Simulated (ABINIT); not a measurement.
# Al2O3 (Corundum): G0W0 with ABINIT, start to end

How does a plane-wave GW calculation on Al2O3 (Corundum) run from the first input to the gap?

Main program and level: ABINIT 10.8.3; PBE and many-body steps on it, plane waves.

**The experiments to reproduce.**

- Gap 8.7 eV: optical band gap of host from absorption; optical absorption, quoted from earlier work; bulk crystal (high-purity reference sample) (quoted in “Multi-petahertz electron interference in Cr:Al2O3 solid-state material”, 2018, pmc:5906618).

Most raw output is cut from this account.

## Step 1: Set-up

The structure is trigonal, space group R-3c (No. 167). Conventional cell: a = 4.760 Å, b = 4.760 Å, c = 12.996 Å, α = 90.00°, β = 90.00°, γ = 120.00°. Nearest to Al lie 6 O at 1.85 to 1.97 Å. Nearest to O lie 4 Al at 1.85 to 1.97 Å. Farther neighbours and most contacts between anions are not listed.

The cell and positions come from the Crystallography Open Database and are kept as given unless a step says otherwise.

## Step 2: Ground state

This step: ABINIT 10.8.3; DFT, PBE, plane waves, norm-conserving pseudopotentials.

The ground-state density comes first.

Contents of run.abi:

```
acell 3*1.0 Angstrom
rprim 
  2.380249999995 1.374237978213 4.331866666707
  -2.380249999995 1.374237978213 4.331866666707
  -0.000000000000 -2.748475956495 4.331866666685
ntypat 2
znucl 13 8
natom 10
typat 1 1 1 1 2 2 2 2 2 2
xred 
  0.352160000000 0.352160000000 0.352160000000
  0.147840000000 0.147840000000 0.147840000000
  0.647840000000 0.647840000000 0.647840000000
  0.852160000000 0.852160000000 0.852160000000
  0.556680000000 0.943320000000 0.250000000000
  0.250000000000 0.556680000000 0.943320000000
  0.943320000000 0.250000000000 0.556680000000
  0.443320000000 0.056680000000 0.750000000000
  0.750000000000 0.443320000000 0.056680000000
  0.056680000000 0.750000000000 0.443320000000
pp_dirpath "pseudos"
pseudos "Al.upf, O.upf"
ecut 36
ngkpt 6 6 6
nshiftk 1
shiftk 0 0 0
kptopt 1
chksymbreak 0
nband 33
occopt 1
tolvrs 1e-10
nstep 60
prtwf 0
optforces 0
optstress 0
indata_prefix "in"
outdata_prefix "out"
tmpdata_prefix "tmp"
```

The run is started by

```console
$ OMP_NUM_THREADS=1 mpirun -n 4 abinit run.abi > log
```

The job ended after 84 s (4 MPI ranks of Arm Neoverse V1, shared host; peak memory 0.52 GiB; 5.6 min of CPU time).

Numbers from this step:

```yaml
total_energy: -2969.2589 eV
gap: 6.266 eV
k_of_the_valence_top: 0, 0, 0
k_of_the_conduction_bottom: 0, 0, 0
least_direct_gap: 6.266 eV
```

The gap is direct, at Γ.

## Step 3: Bands along the symmetry lines

The cheap functional maps the bands first; the places of the edges decide which points the dearer methods must see.

run.abi: that of step 2 with these lines changed.

```diff
@@ -23,14 +23,45 @@
 ecut 36
-ngkpt 6 6 6
-nshiftk 1
-shiftk 0 0 0
-kptopt 1
-chksymbreak 0
-nband 33
-occopt 1
-tolvrs 1e-10
-nstep 60
+iscf -2
+irdden 1
+kptopt 0
+nkpt 31
+kpt 
+  0.00000000 0.00000000 0.00000000
+  0.12500000 0.12500000 0.12500000
+  0.25000000 0.25000000 0.25000000
+  0.37500000 0.37500000 0.37500000
+  0.50000000 0.50000000 0.50000000
+  0.56655988 0.43344012 0.50000000
+  0.63311976 0.36688024 0.50000000
+  0.69967964 0.30032036 0.50000000
+  0.76623952 0.23376048 0.50000000
+  0.50000000 -0.23376048 0.23376048
+  0.50000000 -0.17532036 0.17532036
+  0.50000000 -0.11688024 0.11688024
+  0.50000000 -0.05844012 0.05844012
+  0.50000000 0.00000000 0.00000000
+  0.37500000 0.00000000 0.00000000
+  0.25000000 0.00000000 0.00000000
+  0.12500000 0.00000000 0.00000000
+  0.00000000 0.00000000 0.00000000
+  0.09172006 -0.09172006 0.00000000
+  0.18344012 -0.18344012 0.00000000
+  0.27516018 -0.27516018 0.00000000
+  0.36688024 -0.36688024 -0.00000000
+  0.63311976 0.00000000 0.36688024
+  0.59983982 0.00000000 0.40016018
+  0.56655988 0.00000000 0.43344012
+  0.53327994 0.00000000 0.46672006
+  0.50000000 0.00000000 0.50000000
+  0.37500000 0.00000000 0.37500000
+  0.25000000 0.00000000 0.25000000
+  0.12500000 0.00000000 0.12500000
+  0.00000000 0.00000000 0.00000000
+istwfk *1
+nband 38
+nbdbuf 9
+tolwfr 1e-07
+nstep 50
 prtwf 0
-optforces 0
-optstress 0
+prtvol 0
 indata_prefix "in"
```

Run time: 46 s. Hardware: 4 MPI ranks; peak memory 0.4 GiB.

This step gave:

```yaml
gap: 6.266 eV
k_of_the_valence_top: 0, 0, 0
k_of_the_conduction_bottom: 0, 0, 0
least_direct_gap: 6.266 eV
```

The gap is 6.266 eV, as in the run before at this level.

The electronic bands at the labelled points (eV, zero at the top of the highest filled band):

```
     point  band 21  band 22  band 23  band 24  band 25  band 26  band 27  band 28
         Γ    -0.49    -0.04    -0.04     0.00     6.27     9.19    10.78    11.56
   halfway    -0.50    -0.50    -0.11    -0.11     7.24     9.24    10.63    11.68
         T    -0.38    -0.38    -0.38    -0.38     8.71     8.71    11.13    11.13
   halfway    -0.85    -0.85    -0.53    -0.53     9.40     9.40    10.83    10.83
        H2    -0.84    -0.84    -0.50    -0.50     9.74     9.74    10.15    10.15
jump to H0    -0.84    -0.84    -0.50    -0.50     9.74     9.74    10.15    10.15
   halfway    -0.83    -0.83    -0.31    -0.31     9.40     9.40     9.88     9.88
         L    -0.90    -0.90    -0.27    -0.27     9.49     9.49     9.68     9.68
   halfway    -0.76    -0.44    -0.15    -0.11     7.51    10.09    10.18    10.81
         Γ    -0.49    -0.04    -0.04     0.00     6.27     9.19    10.78    11.56
   halfway    -0.84    -0.52    -0.17    -0.08     7.92     9.80    10.36    10.50
        S0    -0.88    -0.84    -0.56    -0.28     9.54     9.57     9.78    10.26
jump to S2    -0.88    -0.84    -0.56    -0.28     9.54     9.57     9.78    10.26
   halfway    -0.95    -0.83    -0.74    -0.26     9.64     9.82     9.84    10.27
         F    -1.02    -0.91    -0.74    -0.25     9.68     9.76     9.95    10.44
   halfway    -0.96    -0.59    -0.26    -0.17     7.77    10.16    10.20    10.78
         Γ    -0.49    -0.04    -0.04     0.00     6.27     9.19    10.78    11.56
```

## Step 4: Empty states on the mesh, 2×2×2 mesh, 170 bands

The sums over transitions need many empty states on a uniform mesh; this step solves for them.

Contents of run.abi:

```
acell 3*1.0 Angstrom
rprim 
  2.380249999995 1.374237978213 4.331866666707
  -2.380249999995 1.374237978213 4.331866666707
  -0.000000000000 -2.748475956495 4.331866666685
ntypat 2
znucl 13 8
natom 10
typat 1 1 1 1 2 2 2 2 2 2
xred 
  0.352160000000 0.352160000000 0.352160000000
  0.147840000000 0.147840000000 0.147840000000
  0.647840000000 0.647840000000 0.647840000000
  0.852160000000 0.852160000000 0.852160000000
  0.556680000000 0.943320000000 0.250000000000
  0.250000000000 0.556680000000 0.943320000000
  0.943320000000 0.250000000000 0.556680000000
  0.443320000000 0.056680000000 0.750000000000
  0.750000000000 0.443320000000 0.056680000000
  0.056680000000 0.750000000000 0.443320000000
pp_dirpath "pseudos"
pseudos "Al.upf, O.upf"
ecut 36
ngkpt 2 2 2
nshiftk 1
shiftk 0 0 0
kptopt 1
chksymbreak 0
iscf -2
irdden 1
istwfk *1
nband 170
nbdbuf 14
tolwfr 1e-09
nstep 60
prtvol 0
indata_prefix "in"
outdata_prefix "out"
tmpdata_prefix "tmp"
```

The job ended after 49 s (4 MPI ranks; peak memory 0.4 GiB; 3.3 min of CPU time).

Numbers from this step:

* gap: 6.266 eV
* k of the valence top: 0, 0, 0
* k of the conduction bottom: 0, 0, 0
* least direct gap: 6.266 eV
* k points computed: 4
* lowest point of the top converged band, above the valence top: 67.8402 eV

On this mesh the gap is 6.266 eV.

## Step 5: Screening, 2×2×2 mesh, 156 bands, screening to 106.1 eV

The RPA dielectric matrix is built and inverted for each q.

This step: RPA screening on PBE, plane waves, norm-conserving pseudopotentials.

run.abi: that of step 4 with these lines changed.

```diff
@@ -28,10 +28,11 @@
 chksymbreak 0
-iscf -2
-irdden 1
 istwfk *1
-nband 170
-nbdbuf 14
-tolwfr 1e-09
-nstep 60
-prtvol 0
+occopt 1
+irdwfk 1
+optdriver 3
+nband 156
+ecuteps 3.9
+inclvkb 2
+awtr 1
+symchi 1
 indata_prefix "in"
```

Wall time 36 s (4 MPI ranks); peak memory 1.2 GiB; 2.4 min of CPU time.

This step gave:

```yaml
eps_infinity_with_local_fields_on_this_mesh_along_the_program_s_q_direction: 3.133
the_same_without_local_fields: 3.329
plasma_frequency: 27.90 eV
plane_waves_in_the_screening_matrix: 205
```

Local fields lower ε∞ by 6 %. On a Γ-centred mesh this coarse the value itself is usually too large, while a short band sum pulls it down.

## Step 6: Self-energy, 2×2×2 mesh, 156 bands, screening to 106.1 eV

The self-energy is evaluated for the states that the input lists, and the levels follow from it, in one-shot runs by the linearised quasiparticle equation.

This step: G0W0 on PBE, plane waves, norm-conserving pseudopotentials.

run.abi: that of step 5 with these lines changed.

```diff
@@ -31,8 +31,21 @@
 irdwfk 1
-optdriver 3
+optdriver 4
 nband 156
+gwcalctyp 0
+ecutsigx 36
+symsigma 1
+nkptgw 4
+kptgw 
+  0.0000000000 0.0000000000 0.0000000000
+  0.5000000000 0.0000000000 0.0000000000
+  0.5000000000 0.5000000000 0.0000000000
+  0.5000000000 0.5000000000 0.5000000000
+bdgw 
+  7 30
+  7 30
+  7 30
+  7 30
 ecuteps 3.9
-inclvkb 2
-awtr 1
-symchi 1
+irdscr 1
+ppmodel 1
 indata_prefix "in"
```

Elapsed: 55 s, on 4 MPI ranks; peak memory 1.7 GiB; 3.7 min of CPU time.

Numbers from this step:

```yaml
g0w0_gap_on_the_mesh: 8.273 eV
starting_gap_on_the_mesh: 6.266 eV
k_of_the_valence_top: 0, 0, 0
k_of_the_conduction_bottom: 0, 0, 0
z_at_the_valence_top: 0.825
z_at_the_conduction_bottom: 0.86
least_direct_g0w0_gap_on_the_computed_points: 8.273 eV
```

The gap on the mesh goes from 6.27 eV to 8.27 eV, a correction of +2.01 eV.

Limits: finite bands, cutoff and mesh; coarse k mesh. v1 is the top filled band, c1 the lowest empty one. Levels before and after the correction, in eV, zero at the valence-band top of each column:

```csv
,conduction bottom,valence top
Kohn-Sham,6.27,0.00
G0W0,8.27,0.00
```

```csv
,level,energy (eV)
Kohn-Sham,Γ v4,-0.488
Kohn-Sham,Γ v3-v2,-0.045
Kohn-Sham,Γ v1,0.000
Kohn-Sham,Γ c1,6.266
Kohn-Sham,Γ c2,9.188
Kohn-Sham,Γ c3,10.777
Kohn-Sham,Γ c4,11.564
G0W0,Γ v4,-0.639
G0W0,Γ v3-v2,-0.036
G0W0,Γ v1,0.000
G0W0,Γ c1,8.273
G0W0,Γ c2,11.203
G0W0,Γ c3,13.283
G0W0,Γ c4,13.872
```

## Step 7: Where the time went

Times are wall times on 4 MPI ranks of Arm Neoverse V1, shared host, good to a factor of about two.

| step | time | share | memory (GiB) |
| --- | --- | --- | --- |
| ground state | 84 s | 31 % | 0.52 |
| bands along the symmetry lines | 46 s | 17 % | 0.4 |
| empty states on the mesh | 49 s | 18 % | 0.4 |
| screening | 36 s | 13 % | 1.2 |
| self-energy | 55 s | 20 % | 1.7 |

## Step 8: What came out

```yaml
pbe_gap: 6.27 eV, direct
g0w0_gap_on_the_mesh: 8.27 eV
gw_settings: 2×2×2 mesh, 156 bands, screening to 106.1 eV, Godby-Needs plasmon pole
known_limits: not at the basis limit; coarse k mesh
```

**Reading.** G0W0 moves the gap on the mesh from 6.27 eV to 8.27 eV (+2.01 eV), with Z of 0.82 and 0.86 at the edges. Local fields lower the RPA ε∞ on this mesh from 3.33 to 3.13; a Γ-centred mesh this coarse tends to raise both, most where the direct gap is narrow, while a short band sum lowers them. The dearest step here is «ground state». Against experiment, by G0W0@PBE: the gap of 8.27 eV lies −0.43 eV from the measured 8.7 eV (optical, quoted 2018). An exciton line or allowed optical edge lies below the quasiparticle gap by the binding energy; a forbidden edge can push the onset above it. The calculation has static nuclei and no excitons; a measured gap holds zero-point and thermal motion, which mostly lowers it. Bands and cutoff are finite, so the gap is not at the basis limit. The miss can reach some tenths of an eV and take either sign; the mesh is an error of its own. The 2×2×2 mesh is coarse for this cell, which bears on the long-range parts of exchange and screening.

[Paths, hosts, dates, memory and timing lines, banners, echoed tables and standing remarks are left out of the program output.]

[Logs are printed without paths, hosts, clocks, repeated set-up lines and the standing remarks that a program may print on its own settings, such as how far it seeks lower states.]

[Runs of the session that timed out or met a known fault of the program may be left out.]

[Hosts, paths, dates, database ids (printed as entryN), source tags and the programs' standing remarks are cut or masked in the printed files.]

[G0W0 gaps are taken among the corrected bands and points alone; a level outside them can change the order at an edge.]

[Where Ansatz stands beside ABINIT at settings called matched, ABINIT's density can come from a denser mesh and the files from another edition; pairs whose starting gaps differed by over 0.03 eV were left out, so agreement reads better than it is.]
